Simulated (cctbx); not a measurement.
**What is wrong with this refinement?**

Cell a = 7.7160 Å, b = 4.7500 Å, c = 8.1540 Å, α = 90.00°, β = 90.00°, γ = 90.00°; space group Pnma (no. 62). The compound is BiOsPb.

The data are simulated with cctbx, not measured: Mo Kα, λ = 0.71073 Å, to d = 0.7 Å, 50 % of the full sphere, strongest reflection 70000 counts, noise from counting, a 3 % proportional error and a noise floor of 2 counts (s.d.); no absorption.

An anisotropic refinement with weights 1/σ² prints:

```text
Rint 0.024, 488 unique reflections to 0.70 A
cycle     R1     wR2    GooF  max shift (A)
   1  0.0219  0.0669   2.672   0.00007
   2  0.0127  0.0368   1.472   0.00000
final R1 0.0127 wR2 0.0368 GooF 1.472  parameters 18  data/parameter 27.1
atom        x        y        z      Ueq    occ   su(xyz)  su(Uiso or U11)
Bi1    0.49973  0.25000  0.31122   0.0074  1.000  0.00003  0.0001
Pb1    0.80380  0.25000  0.60781   0.0084  1.000  0.00004  0.0001
Ta1    0.15116  0.25000  0.57079   0.0051  1.000  0.00004  0.0002
difference map: max 2.18 min -1.24 rms 0.37
Q1    0.1424  0.2500  0.6006    4    2.21  0.25 A from Ta1
Q2    0.1091  0.0771  0.6788    8    0.95  1.25 A from Ta1
Q3    0.0721  0.0035  0.5002    8    0.94  1.44 A from Ta1
Q4    0.0162  0.2500  0.6566    4    0.93  1.25 A from Ta1
Q5    0.2236  0.2500  0.2415    4    0.92  1.78 A from Bi1
Q6    0.1961  0.2500  0.8847    4    0.85  0.83 A from Pb1
```

Q: Accept it or mend it, and why?

Mend it. The fault: wrong element: Ta1 is Os. Against the right model at the same level, R1 goes from 0.0100 to 0.0127 and GooF from 0.94 to 1.47. Ta1 has 3 electrons too few and its U shrinks to make up, as expected.

The compound is BiOsPb. The right model at the same level gives:

```text
Rint 0.024, 488 unique reflections to 0.70 A
cycle     R1     wR2    GooF  max shift (A)
   1  0.0100  0.0237   0.949   0.00004
   2  0.0100  0.0236   0.944   0.00000
final R1 0.0100 wR2 0.0236 GooF 0.944  parameters 18  data/parameter 27.1
atom        x        y        z      Ueq    occ   su(xyz)  su(Uiso or U11)
Bi1    0.49972  0.25000  0.31122   0.0071  1.000  0.00002  0.0001
Pb1    0.80379  0.25000  0.60780   0.0081  1.000  0.00002  0.0001
Os1    0.15116  0.25000  0.57078   0.0065  1.000  0.00002  0.0001
difference map: max 0.99 min -1.17 rms 0.30
Q1    0.2213  0.7500  0.0847    4    1.04  0.99 A from Os1
Q2    0.0142  0.2500  0.6577    4    0.85  1.27 A from Os1
Q3    0.1403  0.1063  0.6654    8    0.83  1.03 A from Os1
Q4    0.0710  0.0630  0.1154    8    0.83  1.20 A from Bi1
Q5    0.0723  0.9981  0.4971    8    0.81  1.47 A from Os1
Q6    0.2207  0.2500  0.4860    4    0.79  0.88 A from Os1
```

The model was made for the exercise: a known structure type with other elements put in, its volume estimated, not relaxed; displacement parameters are assumed.

[Middle refinement cycles are left out of these outputs.]

[Logs are printed without paths, hosts, clocks, repeated set-up lines and the standing remarks that a program may print on its own settings, such as how far it seeks lower states.]
